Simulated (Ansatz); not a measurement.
# What Tl2Te (model cell, started as cuprite) distorts into

Wanted: the energy along a soft mode of Tl2Te (model cell, started as cuprite) and the structure at the end.

Method: DFT PBEsol, scalar-relativistic, plane waves, PAW, in Ansatz 0.2.0.

This is a report of a sequence of runs, with most program output left out.

The structure was built from a prototype and need not be the compound's stable phase.

In doubt: the program warns that the response may not be converged on this k-mesh (step 2), which bears on dielectric and field responses.

### 1. Starting point

Symmetry: Pn-3m, No. 224, cubic system. The conventional cell has a = 7.300 Å, b = 7.300 Å, c = 7.300 Å, α = 90.00°, β = 90.00°, γ = 90.00°. Nearest to Te lie 4 Tl at 3.16 Å. Nearest to Tl lie 2 Te at 3.16 Å. Farther neighbours and most contacts between anions are not listed.

As a file:

```cif
data_structure
_symmetry_space_group_name_H-M 'P 1'
_symmetry_Int_Tables_number 1
_cell_length_a 7.2996
_cell_length_b 7.2996
_cell_length_c 7.2996
_cell_angle_alpha 90.000
_cell_angle_beta 90.000
_cell_angle_gamma 90.000
_cell_volume 388.96
loop_
_atom_site_label
_atom_site_type_symbol
_atom_site_fract_x
_atom_site_fract_y
_atom_site_fract_z
_atom_site_occupancy
Te1 Te 0.00000 0.00000 0.00000 1
Te2 Te 0.50000 0.50000 0.50000 1
Tl3 Tl 0.25000 0.25000 0.25000 1
Tl4 Tl 0.75000 0.75000 0.25000 1
Tl5 Tl 0.75000 0.25000 0.75000 1
Tl6 Tl 0.25000 0.75000 0.75000 1
```

### 2. Response at finite wavevector

The cell comes from relaxations at this level that are not shown. Stability and thermal properties need the whole zone. Linear response on a 2×2×2 q mesh gives force constants as far as a supercell of that size would.

input.yaml

```yaml
crystal:
  lattice:
    - [7.2996465413, 0.0, 0.0]
    - [0.0, 7.2996465413, 0.0]
    - [0.0, 0.0, 7.2996465413]
  atoms:
    - { symbol: Te, position: [0.0, 0.0, 0.0] }
    - { symbol: Te, position: [0.5, 0.5, 0.5] }
    - { symbol: Tl, position: [0.25, 0.25, 0.25] }
    - { symbol: Tl, position: [0.75, 0.75, 0.25] }
    - { symbol: Tl, position: [0.75, 0.25, 0.75] }
    - { symbol: Tl, position: [0.25, 0.75, 0.75] }
kpoints:
  mp_grid: { grid: [4, 4, 4] }
hamiltonian:
  xc: pbesol
scf:
  occupations: { method: gaussian, width: 0.01 }
output:
  eigenvalues: true
phonons:
  method: dfpt
  qmesh: [2, 2, 2]
  temperatures: { t_max: 1000, t_step: 50 }
  qpath:
    path:
      - [[0.0, 0.0, 0.0], [0.0, 0.5, 0.0], [0.5, 0.5, 0.0], [0.0, 0.0, 0.0], [0.5, 0.5, 0.5], [0.0, 0.5, 0.0]]
      - [[0.5, 0.5, 0.5], [0.5, 0.5, 0.0]]
    npoints: 10
```

Launch:

```bash
$ ansatz run input.yaml --threads 8 --pin off --max-ram 14336MiB --backend cpu --events-out ev --progress --plain --runs-dir out
```

Elapsed: 2.5 min, on 8 threads of Arm Neoverse V2, shared host; peak memory 3.5 GiB; 19 min of CPU time.

Numbers from this step:

* gap on the k-mesh: 0.09567 eV
* volume per atom: 64.83 Å³
* sum-rule residual before enforcement: 5.57e-5 eV/Å²
* lowest frequency on the path: -55.34 cm⁻¹
* point group: m-3m
* highest frequency on the path or at a solved wavevector: 94.3 cm⁻¹
* highest optical mode at the zone centre (no LO-TO term): 75.76 cm⁻¹
* lowest optical zone-centre mode: -54.61 cm⁻¹
* lowest mode on the q mesh (acoustic modes at Γ apart): -55.34 cm⁻¹

Frequencies (cm⁻¹) solved at each irreducible wavevector; negative means imaginary. Frequencies by wavevector, by row:

```
q in reciprocal lattice units  star  mode 1  mode 2  mode 3  mode 4  mode 16  mode 17  mode 18
                        0 0 0     1   -54.6   -54.6   -54.6   -31.4     71.8     71.8     75.8
                     0 0 -0.5     3   -33.6   -33.6   -28.7   -28.7       69       86       86
                  0 -0.5 -0.5     3   -30.4   -30.4   -24.3   -24.3     73.5     82.1     82.1
               -0.5 -0.5 -0.5     1   -55.3   -55.3   -55.3   -34.7     78.8     78.8     78.8
```

Interpolated from a 2×2×2 q mesh, with the LO-TO term (at Γ the limit along the path; where Γ stands inside the path, tables give the limit on arrival). Phonon branches along the path, in cm⁻¹:

| point | branch 1 | branch 2 | branch 3 | branch 4 | branch 15 | branch 16 | branch 17 | branch 18 |
| --- | --- | --- | --- | --- | --- | --- | --- | --- |
| Γ | -55 | -55 | -31 | -31 | 72 | 72 | 76 | 84 |
| halfway | -44 | -44 | -31 | -31 | 71 | 71 | 82 | 85 |
| X | -34 | -34 | -29 | -29 | 69 | 69 | 86 | 86 |
| halfway | -30 | -30 | -29 | -29 | 73 | 73 | 84 | 84 |
| M | -30 | -30 | -24 | -24 | 74 | 74 | 82 | 82 |
| halfway | -39 | -37 | -30 | -29 | 72 | 74 | 80 | 87 |
| Γ | -55 | -55 | -31 | -31 | 72 | 72 | 76 | 84 |
| halfway | -40 | -40 | -31 | -26 | 66 | 75 | 75 | 94 |
| R | -55 | -55 | -55 | -35 | 79 | 79 | 79 | 79 |
| halfway | -40 | -34 | -33 | -30 | 57 | 76 | 79 | 92 |
| X | -34 | -34 | -29 | -29 | 69 | 69 | 86 | 86 |
| jump to R | -55 | -55 | -55 | -35 | 79 | 79 | 79 | 79 |
| halfway | -44 | -44 | -40 | -31 | 58 | 77 | 77 | 92 |
| M | -30 | -30 | -24 | -24 | 74 | 74 | 82 | 82 |

Symmetry leaves 4 wavevectors to solve. The lowest mode among them, the acoustic zeros apart, lies at q = (-0.5, -0.5, -0.5) and is imaginary, 55.3i cm⁻¹, so the energy falls along it.

### 3. The mode frozen in, largest atomic shift 0 Å

The mode followed lies at Γ with frequency 54.6i cm⁻¹ and is 3-fold degenerate, one of the unstable modes though not the softest. At small amplitude the distorted cell has space group no. 160 by a symmetry search on the positions. The undistorted cell that holds it gives the zero of energy on the same k mesh.

input.yaml, the sections that differ from step 2:

```yaml
output:
  forces: true
  stress: true
  eigenvalues: true
# crystal, kpoints, hamiltonian, scf: as in step 2
# phonons: removed
```

Elapsed: 1.5 s, on 8 threads; peak memory 1.2 GiB.

This step gave:

```yaml
pressure: -0.006399 GPa
gap_on_the_k_mesh: 0.09559 eV
energy_from_the_undistorted_cell: 0 meV/atom
```

The run ends at a pressure of -0.01 GPa.

### 4. The mode frozen in, largest atomic shift 0.32 Å

The atoms are moved along the unstable eigenvector, the largest shift by 0.32 Å, with the cell fixed.

input.yaml, the sections that differ from step 3:

```yaml
crystal:
  lattice:
    - [7.2996465413, 0.0, 0.0]
    - [0.0, 7.2996465413, 0.0]
    - [0.0, 0.0, 7.2996465413]
  atoms:
    - { symbol: Te, position: [-0.0253097304, -0.0253097304, 0.0253097304] }
    - { symbol: Te, position: [0.4746902696, 0.4746902696, 0.5253097304] }
    - { symbol: Tl, position: [0.257900777, 0.257900777, 0.2364349448] }
    - { symbol: Tl, position: [0.7522364988, 0.7522364988, 0.2477635012] }
    - { symbol: Tl, position: [0.7635650552, 0.257900777, 0.742099223] }
    - { symbol: Tl, position: [0.257900777, 0.7635650552, 0.742099223] }
# kpoints, hamiltonian, scf, output: as in step 3
```

It took 2.5 s on 8 threads; peak memory 1.1 GiB.

This step gave:

* pressure: 0.1050 GPa
* gap on the k-mesh: 0.6495 eV
* energy from the undistorted cell: -9.695 meV/atom

The energy, extrapolated to zero smearing, is -9.70 meV/atom against the undistorted cell.

The run ends at a pressure of 0.10 GPa, with forces up to 0.61 eV/Å.

### 5. Energy along the mode, all amplitudes (two of the runs are shown above)

An imaginary frequency means negative curvature, so the energy should fall and then rise again as anharmonic terms take over.

Numbers from this step:

| Property | Result |
| --- | --- |
| depth at the lowest point sampled | 9.695 meV/atom |
| largest atomic shift at that point | 0.32 Å |

The energy from the parent by largest atomic shift:

```csv
largest atomic shift (Å),energy from the parent (meV/atom)
0.000,0
0.040,-0.495
0.080,-1.79
0.140,-4.53
0.220,-8.22
0.320,-9.70
0.450,1.76
0.600,52.7
```

Displacement at unit largest shift by atom:

```
atom   x (Å)   y (Å)   z (Å)   size
 Te1  -0.577  -0.577   0.577  0.999
 Te2  -0.577  -0.577   0.577  0.999
 Tl3   0.180   0.180  -0.309  0.400
 Tl4   0.051   0.051  -0.051  0.088
 Tl5   0.309   0.180  -0.180  0.400
 Tl6   0.180   0.309  -0.180  0.400
```

The lowest of the steps tried is at 0.32 Å, 9.70 meV/atom below the parent; the bottom of the well need not coincide with a step.

### 6. Relaxing from the distorted cell

Starting from the lowest point found, all atoms and the cell are let go, so that strain and other modes of the same symmetry can join in.

input.yaml: that of step 4 with these lines changed.

```diff
@@ -22 +22,6 @@
   eigenvalues: true
+relax:
+  adjacent_minimum: "off"
+  f_tol: 0.002
+  max_steps: 120
+  cell: { stress_tol: 0.03 }
```

It took 81 s on 8 threads; peak memory 1.2 GiB; 10 min of CPU time.

The steps of the relaxation (22 of 30):

| step | energy less that of the first step (eV) | largest force component (eV/Å) | pressure (GPa) | volume (Å³) |
| --- | --- | --- | --- | --- |
| 1 | 0.0000 | 0.3508 | 0.10 | 388.96 |
| 2 | -0.1769 | 0.2486 | -0.20 | 385.68 |
| 4 | -0.5737 | 0.2195 | -1.06 | 372.63 |
| 5 | -0.7767 | 0.1702 | -1.48 | 361.30 |
| 7 | -1.4319 | 0.1202 | -1.76 | 311.16 |
| 8 | -1.7771 | 0.1375 | -1.26 | 277.59 |
| 9 | -1.9557 | 0.2270 | -0.03 | 241.88 |
| 11 | -1.9753 | 0.5007 | 0.90 | 218.61 |
| 12 | -2.0990 | 0.0779 | 0.02 | 229.66 |
| 13 | -2.1528 | 0.0943 | -0.03 | 227.00 |
| 15 | -2.3048 | 0.1795 | 0.43 | 213.07 |
| 16 | -2.4347 | 0.1217 | 0.18 | 208.12 |
| 18 | -2.5019 | 0.6123 | 1.02 | 204.01 |
| 19 | -2.5762 | 0.1301 | -0.06 | 208.08 |
| 20 | -2.5941 | 0.2052 | 0.61 | 206.64 |
| 22 | -2.6441 | 0.0108 | 0.01 | 205.55 |
| 23 | -2.6441 | 0.0051 | 0.01 | 205.71 |
| 24 | -2.6441 | 0.0006 | 0.00 | 205.78 |
| 26 | -2.7107 | 0.0320 | 0.11 | 207.65 |
| 27 | -2.7167 | 0.0247 | 0.01 | 208.61 |
| 29 | -2.7174 | 0.0013 | 0.00 | 208.48 |
| 30* | -2.7179 | 0.0012 | -0.01 | 208.48 |

Relaxation steps marked * repeat the geometry before them on a plane-wave basis chosen anew for their cell, so energy and pressure can jump there. Other such steps can lie between the rows shown. Relaxation steps 11, 18 were tried and not accepted.

The run keeps the 6 symmetry operations that it works with, so distortions that break them were not tested.

```
     cell as run  before   after   change
           a (Å)   7.300   6.642   -9.0 %
           b (Å)   7.300   6.642   -9.0 %
           c (Å)   7.300   6.642   -9.0 %
           α (°)   90.00  119.72  +33.0 %
           β (°)   90.00  119.72  +33.0 %
           γ (°)   90.00   60.28  -33.0 %
volume (Å³/atom)   64.83   34.75  -46.4 %
```

The atoms that moved most (Å, as changes of fractional coordinates times the final cell):

```csv
atom,dx,dy,dz,length
Te2,-1.070,-1.070,1.070,1.853
Te1,-0.880,-0.880,0.880,1.524
Tl3,0.813,0.813,-0.876,1.445
Tl6,0.813,0.876,-0.813,1.445
Tl5,0.876,0.813,-0.813,1.445
Tl4,-0.552,-0.552,0.552,0.956
```

Final coordinates:

```cif
data_structure
_symmetry_space_group_name_H-M 'P 1'
_symmetry_Int_Tables_number 1
_cell_length_a 6.6416
_cell_length_b 6.6416
_cell_length_c 6.6416
_cell_angle_alpha 119.718
_cell_angle_beta 119.718
_cell_angle_gamma 60.282
_cell_volume 208.48
loop_
_atom_site_label
_atom_site_type_symbol
_atom_site_fract_x
_atom_site_fract_y
_atom_site_fract_z
_atom_site_occupancy
Te1 Te 0.88081 0.88081 0.11919 1
Te2 Te 0.36056 0.36056 0.63944 1
Tl3 Tl 0.34239 0.34239 0.13850 1
Tl4 Tl 0.69334 0.69334 0.30666 1
Tl5 Tl 0.86150 0.34239 0.65761 1
Tl6 Tl 0.34239 0.86150 0.65761 1
```

This step gave:

| Item | Value |
| --- | --- |
| pressure | -0.005094 GPa |
| volume per atom | 34.75 Å³ |
| gap on the k-mesh | 0 eV |

The distorted start has space group R3m; the relaxation ends in R3m.

### 7. The new phase in its own primitive cell

The relaxed structure is symmetrised, reduced to its primitive cell and relaxed tightly, as its phonons need.

input.yaml

```yaml
crystal:
  lattice:
    - [3.3349614118, 1.9254408689, 5.411304118]
    - [-3.3349614118, 1.9254408689, 5.411304118]
    - [0.0, -3.8508817377, 5.411304118]
  atoms:
    - { symbol: Te, position: [0.8808148783, 0.8808148783, 0.8808148783] }
    - { symbol: Te, position: [0.3605590095, 0.3605590095, 0.3605590095] }
    - { symbol: Tl, position: [0.3423854881, 0.8615013596, 0.3423854881] }
    - { symbol: Tl, position: [0.6933374236, 0.6933374236, 0.6933374236] }
    - { symbol: Tl, position: [0.8615013596, 0.3423854881, 0.3423854881] }
    - { symbol: Tl, position: [0.3423854881, 0.3423854881, 0.8615013596] }
kpoints:
  mp_grid: { grid: [9, 9, 9] }
hamiltonian:
  xc: pbesol
scf:
  occupations: { method: gaussian, width: 0.01 }
output:
  forces: true
  stress: true
  eigenvalues: true
relax:
  adjacent_minimum: "off"
  f_tol: 0.001
  max_steps: 60
  cell: { stress_tol: 0.01 }
```

Elapsed: 52 s, on 8 threads; peak memory 1.2 GiB.

Step by step:

| step | energy less that of the first step (eV) | largest force component (eV/Å) | pressure (GPa) | volume (Å³) |
| --- | --- | --- | --- | --- |
| 1 | 0.0000 | 0.0549 | -0.12 | 208.48 |
| 2 | -0.0017 | 0.0382 | -0.05 | 207.80 |
| 3 | -0.0026 | 0.0173 | -0.01 | 207.20 |
| 4 | -0.0027 | 0.0091 | 0.01 | 207.30 |
| 5 | -0.0027 | 0.0008 | 0.00 | 207.36 |
| 6* | -0.0024 | 0.0008 | 0.00 | 207.36 |

Relaxation steps marked * repeat the geometry before them on a plane-wave basis chosen anew for their cell, so energy and pressure can jump there.

The run keeps the 6 symmetry operations that it works with, so distortions that break them were not tested.

| conventional cell, symmetrised | before | after | change |
| --- | --- | --- | --- |
| a (Å) | 6.670 | 6.644 | -0.4 % |
| b (Å) | 6.670 | 6.644 | -0.4 % |
| c (Å) | 16.234 | 16.272 | +0.2 % |
| volume (Å³/atom) | 34.75 | 34.56 | -0.5 % |

The atoms that moved most (Å, as changes of fractional coordinates times the final cell):

```
atom      dx      dy      dz  length
 Te2   0.000   0.000  -0.032   0.032
 Tl6   0.000   0.013   0.013   0.018
 Tl3   0.012  -0.007   0.013   0.018
 Tl5  -0.012  -0.007   0.013   0.018
 Te1   0.000   0.000  -0.008   0.008
```

This step gave:

```yaml
pressure: 0.003954 GPa
volume_per_atom: 34.56 Å³
```

The largest force component left is 0.77 meV/Å and the pressure is 0.004 GPa, within the tolerances set. The cell now holds 34.56 Å³/atom.

### 8. Modes of the new phase, k-mesh 9×9×9

A relaxed structure may still be a saddle point, so its zone-centre modes are computed. No field response is asked, since the mesh shows no gap.

input.yaml

```yaml
crystal:
  lattice:
    - [3.3220851153, 1.9180067356, 5.4239005511]
    - [-3.3220851153, 1.9180067356, 5.4239005511]
    - [0.0, -3.8360134712, 5.4239005511]
  atoms:
    - { symbol: Te, position: [0.8803508422, 0.8803508422, 0.8803508422] }
    - { symbol: Te, position: [0.3586114429, 0.3586114429, 0.3586114429] }
    - { symbol: Tl, position: [0.3443237037, 0.859936858, 0.3443237037] }
    - { symbol: Tl, position: [0.6934370966, 0.6934370966, 0.6934370966] }
    - { symbol: Tl, position: [0.859936858, 0.3443237037, 0.3443237037] }
    - { symbol: Tl, position: [0.3443237037, 0.3443237037, 0.859936858] }
kpoints:
  mp_grid: { grid: [9, 9, 9] }
hamiltonian:
  xc: pbesol
scf:
  occupations: { method: gaussian, width: 0.01 }
output:
  eigenvalues: true
phonons:
  method: dfpt
```

Wall time 7.5 min (8 threads); peak memory 8.8 GiB.

Numbers from this step:

```
sum-rule residual before enforcement                    : 2.45e-4 eV/Å²
point group                                             : 3m
highest optical mode at the zone centre (no LO-TO term) : 102.0 cm⁻¹
lowest optical zone-centre mode                         : -24.58 cm⁻¹
```

Without the LO-TO term. Patterns of degenerate modes are one choice out of their space. The modes at Γ (shares of kinetic energy by element, %) (negative means imaginary):

```csv
mode,frequency (cm⁻¹),symmetry,Te %,Tl %
1,-24.6,E,26,74
2,-24.6,E,26,74
3,0.0,acoustic,24,76
4,0.0,acoustic,24,76
5,0.0,acoustic,24,76
6,10.0,A2,0,100
7,22.4,E,2,98
8,22.4,E,2,98
9,30.6,E,71,29
10,30.6,E,71,29
11,44.1,E,50,50
12,44.1,E,50,50
13,44.2,A1,43,57
14,63.4,A1,57,43
15,75.3,E,27,73
16,75.3,E,27,73
17,95.6,A1,51,49
18,102.0,A1,25,75
```

Displacements in mode 2 (-24.6 cm⁻¹), the largest set to 1:
```
Te1  0.00 -0.13  0.00
Te2 -0.01 -1.00  0.00
Tl3 -0.02 -0.04 -0.44
Tl4  0.01  0.80  0.00
Tl5  0.02 -0.04 -0.45
Tl6  0.00 -0.01  0.89
```

Displacements in mode 17 (95.6 cm⁻¹), the largest set to 1:
```
Te1  0.00  0.00  1.00
Te2  0.00  0.00 -0.32
Tl3 -0.02  0.01  0.12
Tl4  0.00  0.00 -0.79
Tl5  0.02  0.01  0.12
Tl6  0.00 -0.02  0.12
```

Before it was imposed, the acoustic sum rule was missed by 2.4e-4 eV/Å². Small misses are needed for a sound result but don't prove that mesh and cutoff are converged. The lowest optical mode is imaginary, 24.6i cm⁻¹, so the energy falls along it.

### 9. What came out

| Quantity | Value |
| --- | --- |
| unstable mode of the parent | q = (0, 0, 0), 55i cm⁻¹ |
| depth at the lowest point sampled | 9.70 meV/atom |
| largest atomic shift at that point | 0.32 Å |
| space group reached (within 0.01 Å) | R3m |
| energy gained over the parent (first relaxation, on the mesh of the frozen mode) | 463 meV/atom |
| volume per atom, phase reached | 34.6 Å³ |
| lowest optical zone-centre mode, phase reached | -24.6 cm⁻¹ |
| highest optical mode at the zone centre (no LO-TO term), phase reached | 102 cm⁻¹ |

Along this mode the structure falls into R3m, 463 meV/atom below the parent. At the parent's cell the well is 9.695 meV/atom deep on the steps tried, with its lowest point at a shift of 0.32 Å. Relaxing atoms and cell changes the gain by +452.96 meV/atom against the lowest step (energies at zero smearing). Most of the total comes from this relaxation. The new phase still has an imaginary mode at the zone centre of its cell, so it is a saddle point on the way to a lower structure. Of the 6 patterns followed to their end from this parent, this one ends 120 meV/atom above the lowest, P4/nmm. Each path keeps the symmetry of its pattern, so a lower phase may lie along a pattern not tried. With no gap, or one that is small against the smearing, the frequencies hang on the k mesh and the smearing, most of all near Kohn anomalies. The program warns that the interpolation holds no quadrupole term, so branches close to Γ can be off in this crystal. In at least one run the field response is not settled by the k meshes in reach, so its dielectric tensor, Born charges and longitudinal modes are rough. The volume moved by more than a tenth on the k mesh of the start, so the energy gain is rough. Spin-orbit coupling is left out, which can matter for the heavy elements here. The starting cell was built on a prototype and not taken from a measurement, so the phase need not exist.

[Logs are printed without paths, hosts, clocks, repeated set-up lines and the standing remarks that a program may print on its own settings, such as how far it seeks lower states.]

[Hosts, paths, dates, database ids (printed as entryN), source tags and the programs' standing remarks are cut or masked in the printed files.]
